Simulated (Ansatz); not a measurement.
**CoP2Pt, from a guessed structure to a relaxed one**

Starting from a made-up structure for CoP2Pt, the aim is the relaxed cell, its shortest contacts and, where a second run follows, its electronic structure.

Program: Ansatz 0.2.0. Level of theory: DFT, PBE, plane-wave PAW, files of the set soft_1, scalar-relativistic, ferromagnetic start, cell and ions relaxed at zero pressure; PAW set soft_1, in the first sound run; inputs show where later runs differ. Results are calculated unless marked as measured.

## 1. Starting point

Symmetry: P6_3/mmc, No. 194, hexagonal system. Conventional cell: a = 3.237 Å, b = 3.237 Å, c = 11.144 Å, α = 90.00°, β = 90.00°, γ = 120.00°. Nearest to Pt lie 6 P at 2.42 Å. Co has 6 P at 2.24 Å nearest. P has 3 Co at 2.24 Å and 3 Pt at 2.42 Å nearest. Farther neighbours are not listed.

Structure file:

```cif
data_structure
_symmetry_space_group_name_H-M 'P 1'
_symmetry_Int_Tables_number 1
_cell_length_a 3.2370
_cell_length_b 3.2370
_cell_length_c 11.1440
_cell_angle_alpha 90.000
_cell_angle_beta 90.000
_cell_angle_gamma 120.000
_cell_volume 101.12
loop_
_atom_site_label
_atom_site_type_symbol
_atom_site_fract_x
_atom_site_fract_y
_atom_site_fract_z
_atom_site_occupancy
Pt1 Pt 0.00000 0.00000 0.75000 1
Pt2 Pt 0.00000 0.00000 0.25000 1
Co3 Co 0.00000 0.00000 0.50000 1
Co4 Co 0.00000 0.00000 0.00000 1
P5 P 0.33333 0.66667 0.38860 1
P6 P 0.66667 0.33333 0.61140 1
P7 P 0.66667 0.33333 0.88860 1
P8 P 0.33333 0.66667 0.11140 1
```

## 2. Relaxing cell and atoms

The guess takes its coordinates from another compound and its volume from a rule, so the cell and any free coordinates are relaxed together.

The input, input.yaml:

```yaml
crystal:
  lattice:
    - [3.237, 0.0, 0.0]
    - [-1.6185, 2.803324232, 0.0]
    - [0.0, 0.0, 11.144]
  atoms:
    - { symbol: Pt, position: [0.0, 0.0, 0.75] }
    - { symbol: Pt, position: [0.0, 0.0, 0.25] }
    - { symbol: Co, position: [0.0, 0.0, 0.5], spin: 2.0 }
    - { symbol: Co, position: [0.0, 0.0, 0.0], spin: 2.0 }
    - { symbol: P, position: [0.333333333, 0.666666667, 0.3886] }
    - { symbol: P, position: [0.666666667, 0.333333333, 0.6114] }
    - { symbol: P, position: [0.666666667, 0.333333333, 0.8886] }
    - { symbol: P, position: [0.333333333, 0.666666667, 0.1114] }
magnetization:
  spin_polarized: true
kpoints:
  mp_grid: { grid: [9, 9, 3] }
scf:
  occupations: { method: fermi_dirac, width: 0.05 }
hamiltonian:
  xc: pbe
  pseudopotentials: { kind: paw, azcp: { folder: soft_1 } }
relax:
  f_tol: 0.015
  max_steps: 70
  cell: {}
output:
  forces: true
  stress: true
```

The run is started by

```bash
$ ansatz run input.yaml --threads 4 --pin off --max-ram 10240MiB --backend cpu --events-out ev --progress --plain --runs-dir out
```

Numbers of over 12 decimals in the logs are rounded to 6 here.

Log:

```text
Engine: ansatz 0.2.0, x86_64-unknown-linux-gnu
Pseudopotentials: kind: paw
Pseudopotential: Pt, paw, valence charge 18, recommended cutoff 420 eV (normal), soft_1/Pt.paw.azcp
Pseudopotential: Co, paw, valence charge 17, recommended cutoff 420 eV (normal), soft_1/Co.paw.azcp
Pseudopotential: P, paw, valence charge 5, recommended cutoff 420 eV (normal), soft_1/P.paw.azcp
Functional definition: PBE
  parameter kappa = 0.804
  parameter beta = 0.066725
  exchange = pbe_x(kappa = kappa, mu = beta*pi^2/3)
  correlation = pbe_c(beta = beta)
Crystal: 8 atoms, lattice volume = 101.125 Å³
Basis set: ecut = 420 eV, 1993 PW (Γ), exchange–correlation on 48×48×150 points (8 copies of the dense FFT grid, shifted against one another)
Bands: 57, of which v1, the nominal top of the filled ones, is band 45 counted from 1 (44 counted from 0)
Symmetry: 24 space group operations
Space group: P63/mmc (ITA 194), of the structure as read, at distance tolerance 4.7e-5 Å
Magnetic group: BNS 194.263 (UNI 1493), of the structure as read, at distance tolerance 4.7e-5 Å
k-points: 24 of 243
Non-local potential: Pt, projectors of the file, l = 0: 3, l = 1: 2, l = 2: 2, l = 3: 1
Non-local potential: Co, projectors of the file, l = 0: 3, l = 1: 2, l = 2: 3, l = 3: 1
Non-local potential: P, projectors of the file, l = 0: 2, l = 1: 2, l = 2: 1
PAW form: soft (Blöchl's): semilocal exchange-correlation on the pseudo side does not see the compensation charge
PAW one-centre angular grid: Pt, 590 points (default); XC on 64 Gauss nodes
PAW one-centre angular grid: Co, 590 points (default); XC on 64 Gauss nodes
PAW one-centre angular grid: P, 110 points (default); XC on 64 Gauss nodes
Initial density: superposition of atomic densities (chi_scale 0.1, normalization cell)
Starting moments: Σ|m| = 4 μB on 2 of 8 sites
Initial wavefunctions: pseudopotential atomic-orbital guess
Functional: x = pbe(κ = 0.804, μ = 0.219515), c = pbe(β = 0.066725)
SCF iter   1: F=—  HF=-38321.964296 eV  |F-HF|=—  |Δ(HF+E_count)|=         —  Δρ=5.79e-2 (↑5.58e-2 ↓5.79e-2)  dr2=1.96e1  dr2_m=8.51e-1  M=2.510 μB ∫|m|=3.107 μB  β_m=0.30  ethr=3.10e-3  ⟨swp⟩=8.4  Hψ=11855  notcnv=0  defer=13
Mixer restart at iter 1: flushing history
preconditioner: auto → Kerker (q_TF=auto, 2.676 Å⁻¹)  [metal: Δε(μ)=0.022 eV  Ē_g=8.536 eV  σ=0.050 eV  W_gap=0.11  n_scr=38 (ndim 8)  ℏωp=28.1 eV  f_vac=0.000  D(μ)=7.11/eV (n_scr^D=66)]
spin=Collinear: Kerker preconditioning applied to the charge; magnetization (m = ρ↑ − ρ↓) channel mixes plain (no charge-response kernel on spin).
SCF iter   2: F=—  HF=-38321.197006 eV  |F-HF|=—  |Δ(HF+E_count)|=   7.67e-1  Δρ=5.50e-2 (↑3.24e-2 ↓5.50e-2)  dr2=8.40e0  dr2_m=1.05e0  M=2.045 μB ∫|m|=2.750 μB  β_m=0.56  ethr=3.10e-3  ⟨swp⟩=2.6  Hψ=4234  notcnv=0  defer=170
SCF iter   3: F=—  HF=-38324.847745 eV  |F-HF|=—  |Δ(HF+E_count)|=    3.65e0  Δρ=3.96e-2 (↑3.96e-2 ↓3.06e-2)  dr2=1.15e0  dr2_m=1.02e0  M=1.064 μB ∫|m|=1.874 μB  β_m=0.72  ethr=3.10e-3  ⟨swp⟩=3.4  Hψ=5183  notcnv=0  defer=170
SCF iter   4: F=—  HF=-38325.381382 eV  |F-HF|=—  |Δ(HF+E_count)|=   5.34e-1  Δρ=5.54e-2 (↑7.93e-3 ↓5.54e-2)  dr2=4.22e0  dr2_m=5.76e-1  M=0.409 μB ∫|m|=1.137 μB  β_m=0.31  ethr=1.28e-3  ⟨swp⟩=2.9  Hψ=5705  notcnv=0  defer=176
SCF iter   5: F=—  HF=-38324.834463 eV  |F-HF|=—  |Δ(HF+E_count)|=   5.47e-1  Δρ=3.41e-2 (↑3.41e-2 ↓1.45e-2)  dr2=1.29e0  dr2_m=9.82e-2  M=0.106 μB ∫|m|=0.483 μB  β_m=0.60  ethr=1.28e-3  ⟨swp⟩=3.4  Hψ=5778  notcnv=0  defer=176
SCF iter   6: F=—  HF=-38325.161362 eV  |F-HF|=—  |Δ(HF+E_count)|=   3.27e-1  Δρ=2.52e-2 (↑2.52e-2 ↓1.51e-2)  dr2=1.18e0  dr2_m=2.43e-2  M=0.050 μB ∫|m|=0.258 μB  β_m=0.80  ethr=1.28e-3  ⟨swp⟩=2.1  Hψ=3637  notcnv=0  defer=202
SCF iter   7: F=—  HF=-38325.261323 eV  |F-HF|=—  |Δ(HF+E_count)|=         —  Δρ=7.29e-3 (↑5.93e-3 ↓7.29e-3)  dr2=1.72e-1  dr2_m=1.38e-3  M=-0.016 μB ∫|m|=0.038 μB  β_m=0.80  ethr=1.28e-3  ⟨swp⟩=2.1  Hψ=3601  notcnv=0  defer=205
SCF iter   8: F=—  HF=-38325.249351 eV  |F-HF|=—  |Δ(HF+E_count)|=   1.20e-2  Δρ=2.04e-3 (↑2.04e-3 ↓1.37e-3)  dr2=1.30e-2  dr2_m=3.51e-4  M=-0.006 μB ∫|m|=0.029 μB  β_m=0.90  ethr=1.91e-4  ⟨swp⟩=2.0  Hψ=3631  notcnv=0  defer=206
SCF iter   9: F=—  HF=-38325.248701 eV  |F-HF|=—  |Δ(HF+E_count)|=   6.50e-4  Δρ=1.43e-3 (↑4.97e-4 ↓1.43e-3)  dr2=1.21e-3  dr2_m=8.46e-4  M=-0.002 μB ∫|m|=0.012 μB  β_m=0.75  ethr=1.44e-5  ⟨swp⟩=1.9  Hψ=3216  notcnv=0  defer=206
SCF iter  10: F=—  HF=-38325.248542 eV  |F-HF|=—  |Δ(HF+E_count)|=   1.59e-4  Δρ=3.39e-4 (↑2.01e-4 ↓3.39e-4)  dr2=2.55e-5  dr2_m=6.67e-5  M=0.000 μB ∫|m|=0.005 μB  β_m=0.72  ethr=1.34e-6  ⟨swp⟩=1.8  Hψ=3095  notcnv=0  defer=206
SCF iter  11: F=—  HF=-38325.248540 eV  |F-HF|=—  |Δ(HF+E_count)|=   2.53e-6  Δρ=1.15e-4 (↑3.73e-5 ↓1.15e-4)  dr2=7.82e-6  dr2_m=4.97e-6  M=0.000 μB ∫|m|=0.001 μB  β_m=0.86  ethr=2.83e-8  ⟨swp⟩=2.0  Hψ=3716  notcnv=0  defer=206
SCF iter  12: F=—  HF=-38325.248542 eV  |F-HF|=—  |Δ(HF+E_count)|=   2.26e-6  Δρ=3.93e-5 (↑3.14e-5 ↓3.93e-5)  dr2=5.22e-7  dr2_m=1.12e-6  M=-0.000 μB ∫|m|=0.000 μB  β_m=0.88  ethr=8.69e-9  ⟨swp⟩=2.0  Hψ=3645  notcnv=0  defer=206
SCF iter  13: F=—  HF=-38325.248542 eV  |F-HF|=—  |Δ(HF+E_count)|=   4.34e-8  Δρ=1.27e-5 (↑1.94e-6 ↓1.27e-5)  dr2=2.16e-7  dr2_m=3.22e-8  M=-0.000 μB ∫|m|=0.000 μB  β_m=0.93  ethr=5.80e-10  ⟨swp⟩=2.1  Hψ=3367  notcnv=0  defer=206
SCF iter  14: F=—  HF=-38325.248542 eV  |F-HF|=—  |Δ(HF+E_count)|=   6.02e-9  Δρ=3.56e-6 (↑3.50e-6 ↓3.56e-6)  dr2=5.69e-8  dr2_m=4.10e-12  M=-0.000 μB ∫|m|=0.000 μB  β_m=0.96  ethr=2.40e-10  ⟨swp⟩=1.6  Hψ=2876  notcnv=0  defer=206
SCF iter  15: F=-38325.248542 eV  HF=-38325.248542 eV  |F-HF|=1.40e-8  |Δ(HF+E_count)|=  1.82e-10  Δρ=2.23e-6 (↑2.23e-6 ↓1.91e-6)  dr2=1.68e-8  dr2_m=3.59e-11  M=0.000 μB ∫|m|=0.000 μB  ethr=6.33e-11  ⟨swp⟩=2.0  Hψ=7275  notcnv=0
WARN: the starting moments were not kept: the SCF closed with an absolute magnetisation of 1.4e-5 μB, where they sum to 4 μB in size (2 sites). That is at most 0.1 of that sum. Measured as dr2_m measures the in/out step, that magnetisation stands 4.7e-11 eV from none, at or under the dr2_threshold of 1.0e-7 eV: it is no larger than a step whose dr2_m would equal this threshold. The system may hold no moment; this SCF [...]
SCF 1 converged in 15 iterations: F = -38325.248542 eV  dr2 = 1.68e-8
  greatest PAW one-centre occupation: 1.001 electrons in one spin orbital (limit 2), on the Co atom at site 3 (counted from 0), in its partial waves of l = 1
[...]
relax step   7: F+E_penalty+E_count = -38326.59084471 eV  Δ(F+E_penalty+E_count) = +7.670e-6 eV  max|allowed force component| = 1.613e-4 eV/Å  Δτ_max = 0.0003 Å  P = +0.002 GPa  Ω = 111.173 Å³  energy of the carried Pulay correction = -4.747e-3 eV  (9 SCF iters, dr2 threshold 1.68e-8 eV, accepted)
[...]
relax step   8: F+E_penalty+E_count = -38326.60308561 eV  Δ(F+E_penalty+E_count) = -1.224e-2 eV  max|allowed force component| = 1.823e-3 eV/Å  Δτ_max = 0.0000 Å  P = +0.207 GPa  Ω = 111.173 Å³  stress off target by 3.00e-1 GPa  SCF on the basis re-selected at this cell (its energy is not comparable with the rows above)  (14 SCF iters)
[...]
relax step   9: F+E_penalty+E_count = -38326.60321939 eV  Δ(F+E_penalty+E_count) = -1.338e-4 eV  max|allowed force component| = 5.388e-5 eV/Å  Δτ_max = 0.0006 Å  P = +0.010 GPa  Ω = 111.308 Å³  energy of the carried Pulay correction = -5.516e-5 eV  (7 SCF iters, dr2 threshold 2.25e-7 eV, accepted)
iter 1 solved again at ethr=7.97e-7 eV; its pass at ethr=3.10e-3 eV (dr2=7.17e-4 eV) is discarded
SCF iter   1: F=—  HF=-38326.603259 eV  |F-HF|=—  |Δ(HF+E_count)|=         —  Δρ=2.00e-6 (↑2.00e-6 ↓1.97e-6)  dr2=1.11e-8  dr2_m=6.81e-12  M=0.000 μB ∫|m|=0.000 μB  β_m=0.65  ethr=7.97e-7  ⟨swp⟩=3.0  Hψ=18916  notcnv=0
eigensolver tolerance schedule: the retry pair's looser diagonalisation over-reported the residual by 64465.33 of it (diagonalisation noise at an unbounded share of the residual, at the tolerance the schedule requests for it); recorded, not acted on — ethr = c·dr2/N_el stays at c = 1.0e-1
preconditioner: auto → Kerker (q_TF=auto, 2.321 Å⁻¹)  [metal: Δε(μ)=0.033 eV  Ē_g=8.088 eV  σ=0.050 eV  W_gap=0.16  n_scr=24 (ndim 8)  ℏωp=26.8 eV  f_vac=0.000  D(μ)=5.27/eV (n_scr^D=50)]
spin=Collinear: Kerker preconditioning applied to the charge; magnetization (m = ρ↑ − ρ↓) channel mixes plain (no charge-response kernel on spin).
SCF iter   2: F=—  HF=-38326.603262 eV  |F-HF|=—  |Δ(HF+E_count)|=   3.86e-6  Δρ=1.14e-6 (↑1.14e-6 ↓1.13e-6)  dr2=5.26e-9  dr2_m=1.72e-12  M=0.000 μB ∫|m|=0.000 μB  β_m=0.49  ethr=1.24e-11  ⟨swp⟩=3.2  Hψ=6574  notcnv=0
SCF iter   3: F=—  HF=-38326.603262 eV  |F-HF|=—  |Δ(HF+E_count)|=   1.22e-9  Δρ=5.88e-7 (↑5.88e-7 ↓5.85e-7)  dr2=1.60e-9  dr2_m=8.38e-13  M=0.000 μB ∫|m|=0.000 μB  β_m=0.52  ethr=5.85e-12  ⟨swp⟩=2.0  Hψ=4706  notcnv=0
SCF iter   4: F=—  HF=-38326.603262 eV  |F-HF|=—  |Δ(HF+E_count)|=  6.69e-10  Δρ=2.75e-7 (↑2.75e-7 ↓2.74e-7)  dr2=8.64e-10  dr2_m=1.97e-13  M=0.000 μB ∫|m|=0.000 μB  β_m=0.76  ethr=1.78e-12  ⟨swp⟩=1.0  Hψ=2737  notcnv=0
SCF iter   5: F=—  HF=-38326.603262 eV  |F-HF|=—  |Δ(HF+E_count)|=  3.86e-10  Δρ=2.18e-7 (↑2.18e-7 ↓2.13e-7)  dr2=2.74e-10  dr2_m=1.40e-14  M=0.000 μB ∫|m|=0.000 μB  β_m=0.67  ethr=1.00e-12  ⟨swp⟩=2.0  Hψ=4029  notcnv=0
SCF iter   6: F=—  HF=-38326.603262 eV  |F-HF|=—  |Δ(HF+E_count)|=  9.46e-11  Δρ=4.67e-8 (↑4.67e-8 ↓4.62e-8)  dr2=5.35e-12  dr2_m=1.14e-14  M=-0.000 μB ∫|m|=0.000 μB  β_m=0.70  ethr=1.00e-12  ⟨swp⟩=2.1  Hψ=3267  notcnv=0
SCF iter   7: F=—  HF=-38326.603262 eV  |F-HF|=—  |Δ(HF+E_count)|=  3.64e-11  Δρ=6.69e-8 (↑6.51e-8 ↓6.69e-8)  dr2=1.26e-11  dr2_m=1.96e-15  M=-0.000 μB ∫|m|=0.000 μB  β_m=0.85  ethr=1.00e-12  ⟨swp⟩=1.0  Hψ=2736  notcnv=0
SCF iter   8: F=—  HF=-38326.603262 eV  |F-HF|=—  |Δ(HF+E_count)|=    0.00e0  Δρ=5.63e-8 (↑5.55e-8 ↓5.63e-8)  dr2=1.03e-11  dr2_m=2.83e-16  M=-0.000 μB ∫|m|=0.000 μB  β_m=0.93  ethr=1.00e-12  ⟨swp⟩=1.0  Hψ=2736  notcnv=0
SCF iter   9: F=-38326.603262 eV  HF=-38326.603262 eV  |F-HF|=3.64e-11  |Δ(HF+E_count)|=  2.18e-11  Δρ=8.98e-8 (↑8.95e-8 ↓8.98e-8)  dr2=3.27e-11  dr2_m=2.14e-17  M=0.000 μB ∫|m|=0.000 μB  ethr=1.00e-12  ⟨swp⟩=2.4  Hψ=7051  notcnv=0
the starting moments were not kept: the SCF closed with an absolute magnetisation of 7.2e-9 μB, where they sum to 4 μB in size (2 sites). That is at most 0.1 of that sum. Measured as dr2_m measures the in/out step, that magnetisation stands 1.8e-17 eV from none, at or under the dr2_threshold of 8.0e-11 eV: it is no larger than a step whose dr2_m would equal this threshold.
SCF 10 converged in 9 iterations: F = -38326.603262 eV  dr2 = 3.27e-11
relax step  10: F+E_penalty+E_count = -38326.60326241 eV  Δ(F+E_penalty+E_count) = -4.302e-5 eV  max|allowed force component| = 6.601e-5 eV/Å  Δτ_max = 0.0000 Å  P = +0.010 GPa  Ω = 111.308 Å³  stress off target by 1.19e-2 GPa  SCF on the basis re-selected at this cell (its energy is not comparable with the rows above)  (9 SCF iters)
basis re-selected at this cell: Δ(F+E_penalty+E_count) = -4.302e-5 eV, ΔP = -0.001 GPa vs the last step (what re-selecting the basis moved, of the pressure what is left beyond the Pulay correction that the steps carried, after the strain that the cell walked since its last selection, with what the two solves' SCF thresholds leave and, on support functions, any second-order correction that the steps lacked; it is no m [...]
SCF converged after 9 iterations
Magnetization: 0.0000 μB (45.0000 up, 45.0000 down)
Absolute magnetization: 0.0000 μB (∫|ρ↑−ρ↓|, with the PAW one-centre terms)
Spin contamination: 0.0000 ħ² per cell (⟨S²⟩ above its minimum at these occupations)
Per-site moments (μB) at R_I (Å): [(-3.1918890949530047e-10, 1.058159), (-3.1918882176000473e-10, 1.058159), (1.8604549626443592e-9, 0.939537), (1.8604548375165736e-9, 0.939537), (-3.4525585262560974e-10, 0.939537), (-3.452556572235226e-10, 0.939537), (-3.4525555504036823e-10, 0.939537), (-3.452557312658587e-10, 0.939537)]
Free energy (F): -38326.603262 eV
Harris-Foulkes:  -38326.603262 eV  (|F-HF|=3.64e-11)
Internal energy: -38326.559507 eV  (E = F + TS)
E sigma→0 (E₀):  -38326.581385 eV
Entropy (-TS):   -0.043756 eV (-5.469 meV/atom)
Fermi energy:    15.921406 eV
--- Per-component energies (eV) ---
  E_band       = -962.485198
  E_kinetic    = 2067.995349
  E_local      = -11394.638884  (includes V_loc(G=0)·N_el)
  E_nonlocal   = 1410.250961
  E_hartree    = 4888.502431
  E_xc         = -945.736627
  E_vxc        = -1031.512543  (∫ρ·V_xc dr)
  E_paw        = -24351.796363  (= ΣΔE_a)
  E_vpaw       = -1791.586455  (= ΣTr[D̂ρ^β])
  E_aug_tail   = 0.002042  (compensation charges beyond the density's cutoff)
  E_ewald      = -10001.138415
  E_smearing   = -0.043756  (= −TS)
  E_closure    = 0.000000  (closes the sum)
  Σ components = -38326.603262   (vs F -38326.603262, Δ=0.00e0)
--- Forces (eV/Å), atoms counted from 1 ---
  atom   1  Pt    -0.00000000    -0.00000000     0.00000000
  atom   2  Pt    -0.00000000     0.00000000     0.00000000
  atom   3  Co     0.00000000    -0.00000000     0.00000000
  atom   4  Co     0.00000000    -0.00000000     0.00000000
  atom   5  P      0.00000000    -0.00000000    -0.00006601
  atom   6  P     -0.00000000     0.00000000     0.00006601
  atom   7  P     -0.00000000     0.00000000    -0.00006601
  atom   8  P      0.00000000    -0.00000000     0.00006601
  max |Σ_I F_I| component: 9.25e-18 eV/Å
--- Stress (GPa, compression-positive) ---
        0.011903      -0.000000      -0.000000
        0.000000       0.011903       0.000000
       -0.000000       0.000000       0.004792
  P = ⅓ Tr σ = 0.0095 GPa (0.095 kbar)
--- Relaxed structure (8 steps of the walk, 8 accepted, 2 SCFs on fresh bases) ---
  F+E_penalty+E_count = -38326.60326241 eV   max|allowed force component| = 6.601e-5 eV/Å   (the final SCF, on the basis selected at the relaxed cell)
  cell:  # Å, volume = 111.3082 Å³
    - [3.521102, 0.0, 0]
    - [-1.760551, 3.049364, 0]
    - [0, 0, 10.366669]
  atoms:
    - { symbol: Pt, position: [0, 0, 0.750000] }
    - { symbol: Pt, position: [0, 0, 0.25] }
    - { symbol: Co, position: [0, 0, 0.5] }
    - { symbol: Co, position: [0, 0, 0] }
    - { symbol: P, position: [0.333333, 0.666667, 0.400918] }
    - { symbol: P, position: [0.666667, 0.333333, 0.599082] }
    - { symbol: P, position: [0.666667, 0.333333, 0.900918] }
    - { symbol: P, position: [0.333333, 0.666667, 0.099082] }
```

The job ended after 44 s (4 threads of INTEL XEON PLATINUM 8581C at 2.10GHz (Emerald Rapids), shared host; peak memory 0.68 GiB).

Step by step:

| step | energy less that of the first step (eV) | largest force component (eV/Å) | pressure (GPa) | volume (Å³) |
| --- | --- | --- | --- | --- |
| 1 | 0.0000 | 1.0932 | 22.00 | 101.12 |
| 2 | -1.0331 | 0.3490 | 2.73 | 109.65 |
| 3 | -1.3164 | 0.3202 | -0.23 | 111.46 |
| 4 | -1.3329 | 0.1504 | -0.06 | 111.33 |
| 5 | -1.3420 | 0.0164 | 0.32 | 110.96 |
| 6 | -1.3423 | 0.0030 | 0.08 | 111.13 |
| 7 | -1.3423 | 0.0002 | 0.00 | 111.17 |
| 8* | -1.3545 | 0.0018 | 0.21 | 111.17 |
| 9 | -1.3547 | 0.0001 | 0.01 | 111.31 |
| 10* | -1.3547 | 0.0001 | 0.01 | 111.31 |

Relaxation steps marked * repeat the geometry before them on a plane-wave basis chosen anew for their cell, so energy and pressure can jump there.

The run keeps the 24 symmetry operations that it works with, so distortions that break them were not tested.

| conventional cell, symmetrised | before | after | change |
| --- | --- | --- | --- |
| a (Å) | 3.237 | 3.521 | +8.8 % |
| b (Å) | 3.237 | 3.521 | +8.8 % |
| c (Å) | 11.144 | 10.367 | -7.0 % |
| volume (Å³/atom) | 12.64 | 13.91 | +10.1 % |

The atoms that moved most (Å, as changes of fractional coordinates times the final cell):

| atom | dx | dy | dz | length |
| --- | --- | --- | --- | --- |
| P5 | 0.000 | 0.000 | 0.128 | 0.128 |
| P8 | 0.000 | 0.000 | -0.128 | 0.128 |
| P7 | 0.000 | 0.000 | 0.128 | 0.128 |
| P6 | 0.000 | 0.000 | -0.128 | 0.128 |

The relaxed structure:

```cif
data_structure
_symmetry_space_group_name_H-M 'P 1'
_symmetry_Int_Tables_number 1
_cell_length_a 3.5211
_cell_length_b 3.5211
_cell_length_c 10.3667
_cell_angle_alpha 90.000
_cell_angle_beta 90.000
_cell_angle_gamma 120.000
_cell_volume 111.31
loop_
_atom_site_label
_atom_site_type_symbol
_atom_site_fract_x
_atom_site_fract_y
_atom_site_fract_z
_atom_site_occupancy
Pt1 Pt 0.00000 0.00000 0.75000 1
Pt2 Pt 0.00000 0.00000 0.25000 1
Co3 Co 0.00000 0.00000 0.50000 1
Co4 Co 0.00000 0.00000 0.00000 1
P5 P 0.33333 0.66667 0.40092 1
P6 P 0.66667 0.33333 0.59908 1
P7 P 0.66667 0.33333 0.90092 1
P8 P 0.33333 0.66667 0.09908 1
```

Numbers from this step:

| Property | Result |
| --- | --- |
| free energy | -38326.6033 eV |
| energy at zero smearing | -38326.5814 eV |
| smearing term TS | 0.04376 eV |
| Fermi energy | 15.92 eV |
| electrons | 90 |
| symmetry operations | 24 |
| pressure | 0.009533 GPa |

The shortest distance of each pair, which need not be the same contact before and after:

| pair | guess (Å) | relaxed (Å) |
| --- | --- | --- |
| Co–P | 2.244 | 2.278 |
| P–Pt | 2.425 | 2.565 |
| Co–Pt | 2.786 | 2.592 |
| P–P | 3.089 | 2.890 |
| Pt–Pt | 3.237 | 3.521 |

The relaxation ends with a largest force component of 6.6e-5 eV/Å and a pressure of 0.01 GPa. The starting moments have collapsed: the run ends non-magnetic.

[end of part 1 of 2]

[Logs are printed without paths, hosts, clocks, repeated set-up lines and the standing remarks that a program may print on its own settings, such as how far it seeks lower states.]

[Hosts, paths, dates, database ids (printed as entryN), source tags and the programs' standing remarks are cut or masked in the printed files.]
